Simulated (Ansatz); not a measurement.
## BeNi (Pm-3m): from the cell to its phonons

Aim: the phonons of BeNi (Pm-3m) at a cell relaxed beforehand at this level. After the zone centre comes a 4×4×4 q mesh on a 16×16×16 k mesh.

Main program and level: Ansatz 0.2.0; DFT PBEsol, scalar-relativistic, plane waves, PAW.

Most raw output is cut from this account.

**1. Set-up**

The structure is cubic, space group Pm-3m (No. 221). Conventional cell: a = 2.583 Å, b = 2.583 Å, c = 2.583 Å, α = 90.00°, β = 90.00°, γ = 90.00°. Nearest to Be lie 8 Ni at 2.24 Å. Nearest to Ni lie 8 Be at 2.24 Å. Farther neighbours are not listed.

**2. Linear response at the zone centre**

The cell comes from relaxations at this level that are not shown. The zone centre comes first: it holds the modes that light can see, as far as symmetry allows. No field response is asked, since the mesh shows no gap.

File input.yaml:

```yaml
crystal:
  lattice:
    - [2.5830970184, 0.0, 0.0]
    - [0.0, 2.5830970184, 0.0]
    - [0.0, 0.0, 2.5830970184]
  atoms:
    - { symbol: Be, position: [0.0, 0.0, 0.0] }
    - { symbol: Ni, position: [0.5, 0.5, 0.5] }
kpoints:
  mp_grid: { grid: [16, 16, 16] }
hamiltonian:
  xc: pbesol
scf:
  occupations: { method: methfessel_paxton, width: 0.15 }
output:
  eigenvalues: true
phonons:
  method: dfpt
```

Started as:

```
> ansatz run input.yaml --threads 4 --pin off --max-ram 7168MiB --backend cpu --events-out ev --progress --plain --runs-dir out
```

Elapsed: 8 s, on 4 threads of Arm Neoverse V1, shared host; peak memory 0.59 GiB; 29 s of CPU time.

This run has no spin polarisation, although Ni can carry a moment.

Numbers from this step:

```
volume per atom                                         : 8.618 Å³
gap on the k-mesh                                       : 0 eV
sum-rule residual before enforcement                    : 2.36e-5 eV/Å²
point group                                             : m-3m
highest optical mode at the zone centre (no LO-TO term) : 499.1 cm⁻¹
lowest optical zone-centre mode                         : 499.1 cm⁻¹
```

Patterns of degenerate modes are one choice out of their space. Modes at Γ, with each element's share of the kinetic energy:

```
mode  frequency (cm⁻¹)  symmetry  Be %  Ni %
   1               0.0  acoustic    13    87
   2               0.0  acoustic    13    87
   3               0.0  acoustic    13    87
   4             499.1       T1u    87    13
   5             499.1       T1u    87    13
   6             499.1       T1u    87    13
```

Displacements in mode 5 (499.1 cm⁻¹), the largest set to 1:
```
Be1  0.00  1.00  0.00
Ni2  0.00 -0.15  0.00
```

Before it was imposed, the acoustic sum rule was missed by 2.4e-5 eV/Å². Small misses are needed for a sound result but don't prove that mesh and cutoff are converged. The lowest optical mode is real, 499 cm⁻¹.

**3. Response at finite wavevector**

Stability and thermal properties need the whole zone. Linear response on a 4×4×4 q mesh gives force constants as far as a supercell of that size would.

Changes to input.yaml since step 2:

```diff
@@ -18 +18,8 @@
   method: dfpt
+  qmesh: [4, 4, 4]
+  temperatures: { t_max: 1000, t_step: 50 }
+  qpath:
+    path:
+      - [[0.0, 0.0, 0.0], [0.0, 0.5, 0.0], [0.5, 0.5, 0.0], [0.0, 0.0, 0.0], [0.5, 0.5, 0.5], [0.0, 0.5, 0.0]]
+      - [[0.5, 0.5, 0.5], [0.5, 0.5, 0.0]]
+    npoints: 10
```

Run time: 4 min. Hardware: 4 threads; peak memory 1.7 GiB; 15 min of CPU time.

This step gave:

* sum-rule residual before enforcement: 2.72e-5 eV/Å²
* lowest frequency on the path: 0 cm⁻¹
* highest frequency on the path or at a solved wavevector: 526.6 cm⁻¹
* mean frequency: 351 cm⁻¹
* Debye temperature (second moment): 711 K
* logarithmic mean frequency: 313.5 cm⁻¹
* lowest mode on the q mesh (acoustic modes at Γ apart): 139.1 cm⁻¹
* zero-point energy per atom: 65.27 meV
* heat capacity at 300 K: 19.39 J/(mol atoms K)
* vibrational entropy at 300 K: 17.89 J/(mol atoms K)
* edges of the widest gap between branches, on path and mesh: 273.8, 480.8 cm⁻¹

Frequencies (cm⁻¹) solved at each irreducible wavevector; negative means imaginary. Frequencies by wavevector, by row:

```
q in reciprocal lattice units  star  mode 1  mode 2  mode 3  mode 4  mode 5  mode 6
                        0 0 0     1       0       0       0   499.1   499.1   499.1
                     0 0 0.25     6   139.1   139.1   196.2     502     502   502.3
                     0 0 -0.5     3     197     197   273.8   506.4   506.4   526.6
                  0 0.25 0.25    12   139.8   172.7   233.9   494.9   499.7   513.3
                  0 0.25 -0.5    12   188.3   203.2   229.7   495.1   503.1   503.3
                  0 -0.5 -0.5     3   179.3   179.3     211   480.8   499.6   499.6
               0.25 0.25 0.25     8   192.8   192.8   233.2   499.2   499.2     504
               0.25 0.25 -0.5    12   203.2   224.9   230.4   494.8   503.8   504.5
               0.25 -0.5 -0.5     6   229.2   231.3   231.3   498.4   503.4   503.4
               -0.5 -0.5 -0.5     1   251.6   251.6   251.6   507.1   507.1   507.1
```

Interpolated from a 4×4×4 q mesh. Phonon branches along the path, in cm⁻¹:

```
    point  branch 1  branch 2  branch 3  branch 4  branch 5  branch 6
        Γ         0         0         0       499       499       499
  halfway       139       139       196       502       502       502
        X       197       197       274       506       506       527
  halfway       188       203       230       495       503       503
        M       179       179       211       481       500       500
  halfway       140       173       234       495       500       513
        Γ         0         0         0       499       499       499
  halfway       193       193       233       499       499       504
        R       252       252       252       507       507       507
  halfway       203       225       230       495       504       504
        X       197       197       274       506       506       527
jump to R       252       252       252       507       507       507
  halfway       229       231       231       498       503       503
        M       179       179       211       481       500       500
```

The phonon density of states has structure finer than the step of the table below, so its rows give means over 25 cm⁻¹, whole bins alone (the curve runs from 2.5 to 528 cm⁻¹). Peaks (cm⁻¹: height): 232.5: 0.0527, 502.5: 0.212.

Tetrahedra on a 24×24×24 mesh, mean over bins of 5 cm-1. Interpolated from a 4×4×4 q mesh. Table of phonon density of states by wavenumber; means over each step:

wavenumber (cm⁻¹), phonon density of states (1/cm⁻¹/cell) and a bar:
```
       25      0.000 
       50      0.000 
       75      0.001 
      100      0.002 #
      125      0.004 #
      150      0.008 ##
      175      0.020 #####
      200      0.033 #########
      225      0.036 ##########
      250      0.014 ####
      275      0.001 
      300      0.000 
      325      0.000 
      350      0.000 
      375      0.000 
      400      0.000 
      425      0.000 
      450      0.000 
      475      0.002 #
      500      0.112 ##############################
```

The partial phonon density of states has structure finer than the step of the table below, so its rows give means over 25 cm⁻¹, whole bins alone (the curve runs from -10 to 552 cm⁻¹). Peaks (cm⁻¹: height): Be 502.5: 0.160; Ni 195.0: 0.0323, 233.9: 0.0422, 499.0: 0.0133.

Phonopy on the run's constants, 21x21x21 mesh, Gaussian sigma 4.0 cm-1. Interpolated from a 4×4×4 q mesh. Partial phonon density of states against wavenumber; means over each step; values in 1/cm⁻¹/cell:

```
wavenumber (cm⁻¹)       Be       Ni
               25   1.4e-5   1.0e-4
               50   6.0e-5   4.0e-4
               75   1.3e-4   9.7e-4
              100   2.5e-4  0.00192
              125   4.4e-4  0.00370
              150   7.9e-4  0.00735
              175  0.00177   0.0185
              200  0.00166   0.0314
              225  0.00175   0.0331
              250   5.0e-4   0.0144
              275   1.4e-5   8.0e-4
              300        0        0
              325        0        0
              350        0        0
              375        0        0
              400        0        0
              425        0        0
              450        0        0
              475  0.00317   1.0e-4
              500    0.101  0.00711
              525  0.00850   1.7e-4
```

Second derivatives of the energy by pair, one row for each kind of neighbour of each atom listed. Each entry sums the pair over the periodic images of the supercell that the q mesh stands for, and in a polar crystal it holds the long-range dipole part too. Force constants by pair, by row:

```
atom  neighbour  distance (Å)  third of the trace (eV/Å²)  along the pair's line (eV/Å²)
 Be1     itself             0                       7.906                              –
 Be1         Ni         2.237                     -0.8433                         -2.596
 Be1         Be         2.583                     -0.0049                         0.0312
 Be1         Be         3.653                     -0.0013                        -0.0711
 Be1         Ni         4.284                     -0.0183                        -0.0377
 Be1         Be         4.474                     -0.0957                        -0.2645
 Be1         Be         5.166                     -0.0049                         0.0081
 Be1         Ni          5.63                      0.0029                         0.0109
 Be1         Be         5.776                      0.0038                         0.0065
 Ni2     itself             0                       11.79                              –
 Ni2         Be         2.237                     -0.8433                         -2.596
 Ni2         Ni         2.583                      -0.619                          -1.84
 Ni2         Ni         3.653                     -0.1048                        -0.2642
 Ni2         Be         4.284                     -0.0183                        -0.0377
 Ni2         Ni         4.474                      0.0334                         0.0965
 Ni2         Ni         5.166                      0.0163                         0.1692
 Ni2         Be          5.63                      0.0029                         0.0109
 Ni2         Ni         5.776                      0.0121                        -0.0086
```

Harmonic thermodynamic functions per atom, from the density of states. Interpolated from a 4×4×4 q mesh. Thermodynamic functions, by row:

```
T (K)  F_vib (meV/atom)  S (J/mol-atom/K)  C_V (J/mol-atom/K)
    0             65.27                 0                   0
   50             65.22             0.461               1.618
  100             64.34             3.249               7.023
  200             57.08             10.84               15.13
  300             42.09             17.89               19.39
  400              20.4             23.79                21.5
  500             -6.88             28.72               22.64
  600            -38.87             32.91                23.3
  700             -74.9             36.53               23.71
  800            -114.5             39.72               23.99
  900            -157.1             42.56               24.18
 1000            -202.6             45.11               24.33
```

Harmonic mean-square displacement, third of the trace. Interpolated from a 4×4×4 q mesh. Mean square displacements, by row:

```
T (K)  Be1 U_eq (Å²)  Ni2 U_eq (Å²)
    0        0.00417        0.00145
  100        0.00438        0.00175
  300        0.00617        0.00368
  600        0.01031        0.00703
```

Symmetry leaves 10 wavevectors to solve. The lowest mode among them, the acoustic zeros apart, lies at q = (0, 0, 0.25) and is real, 139 cm⁻¹.

**4. The same by displaced supercells**

Finite displacements in a 2×2×2 supercell give force constants from forces alone. They are exact at the wavevectors that the supercell holds, where they check the linear-response result.

Changes to input.yaml since step 3:

```diff
@@ -17,4 +17,4 @@
 phonons:
-  method: dfpt
-  qmesh: [4, 4, 4]
+  method: fd
+  supercell: [2, 2, 2]
   temperatures: { t_max: 1000, t_step: 50 }
```

Wall time 57 s (4 threads); peak memory 1.1 GiB; 3.7 min of CPU time.

This step gave:

```
atoms in the supercell               : 16
sum-rule residual before enforcement : 3.85e-4 eV/Å²
```

Interpolated from a 2×2×2 supercell, rough between the solved points. The phonon branches at the labelled points (cm⁻¹):

```
    point  branch 1  branch 2  branch 3  branch 4  branch 5  branch 6
        Γ         0         0         0       499       499       499
  halfway       140       140       192       503       503       514
        X       197       197       274       506       506       527
  halfway       196       204       232       494       503       510
        M       179       179       211       481       500       500
  halfway       148       174       235       489       498       522
        Γ         0         0         0       499       499       499
  halfway       193       193       224       494       507       507
        R       252       252       252       507       507       507
  halfway       192       228       235       488       506       508
        X       197       197       274       506       506       527
jump to R       252       252       252       507       507       507
  halfway       221       221       232       494       502       502
        M       179       179       211       481       500       500
```

Tetrahedra on a 24×24×24 mesh, mean over bins of 5 cm-1. Interpolated from a 2×2×2 supercell, rough between the solved points. Table of phonon density of states by wavenumber; read off at these points:

```
wavenumber (cm⁻¹)  phonon density of states (1/cm⁻¹/cell)
                2                                       0
               18                                  2.0e-5
               32                                  1.5e-4
               48                                  3.4e-4
               58                                  5.3e-4
               72                                  8.9e-4
               88                                 0.00139
              102                                  0.0021
              118                                 0.00308
              132                                 0.00447
              142                                 0.00588
              158                                 0.00904
              172                                  0.0156
              188                                  0.0449
              202                                  0.0344
              218                                  0.0273
              228                                  0.0390
              232                                  0.0444
              242                                  0.0231
              258                                 0.00398
              272                                  5.0e-4
              288                                       0
              302                                       0
              312                                       0
              328                                       0
              342                                       0
              358                                       0
              372                                       0
              388                                       0
              398                                       0
              412                                       0
              428                                       0
              442                                       0
              458                                       0
              472                                       0
              482                                 0.00635
              498                                  0.0985
              502                                   0.162
              512                                  0.0386
              528                                  8.3e-4
```

At Γ the two methods differ by at most 0.0 cm⁻¹.

**5. Outcome**

| Item | Value |
| --- | --- |
| space group (within 0.01 Å) | Pm-3m |
| volume per atom | 8.62 Å³ |
| electronic character | no gap on this mesh |
| highest optical mode at the zone centre (no LO-TO term) | 499 cm⁻¹ |
| lowest optical zone-centre mode | 499 cm⁻¹ |
| lowest mode on the q mesh (acoustic modes at Γ apart) | 139 cm⁻¹ |
| highest frequency on the path or at a solved wavevector | 527 cm⁻¹ |
| zero-point energy per atom | 65.3 meV |
| heat capacity at 300 K | 19.4 J/(mol atoms K) |
| vibrational entropy at 300 K | 17.9 J/(mol atoms K) |
| Debye temperature (second moment) | 711 K |
| imaginary modes on the 4×4×4 q mesh | none |

The structure is a minimum as far as tested: no mode is imaginary at the 10 irreducible wavevectors of the 4×4×4 mesh, and the softest away from the acoustic zeros lies at 139 cm⁻¹. The optical modes at Γ form one degenerate level at 499 cm⁻¹. The highest mode in this list at Γ, 499.1 cm⁻¹, is mostly motion of Be (87 % of the kinetic energy). On the path and the mesh, the widest gap between branches runs from 274 to 481 cm⁻¹. Finite displacements and linear response differ by 0.0 cm⁻¹ in the highest zone-centre mode. With no gap, or one that is small against the smearing, the frequencies hang on the k mesh and the smearing, most of all near Kohn anomalies. The phonon runs are without spin polarisation, although Ni often carries a moment. These are harmonic frequencies at zero temperature: anharmonic shifts, linewidths and thermal expansion are left out.

[Logs are printed without paths, hosts, clocks, repeated set-up lines and the standing remarks that a program may print on its own settings, such as how far it seeks lower states.]

[Hosts, paths, dates, database ids (printed as entryN), source tags and the programs' standing remarks are cut or masked in the printed files.]
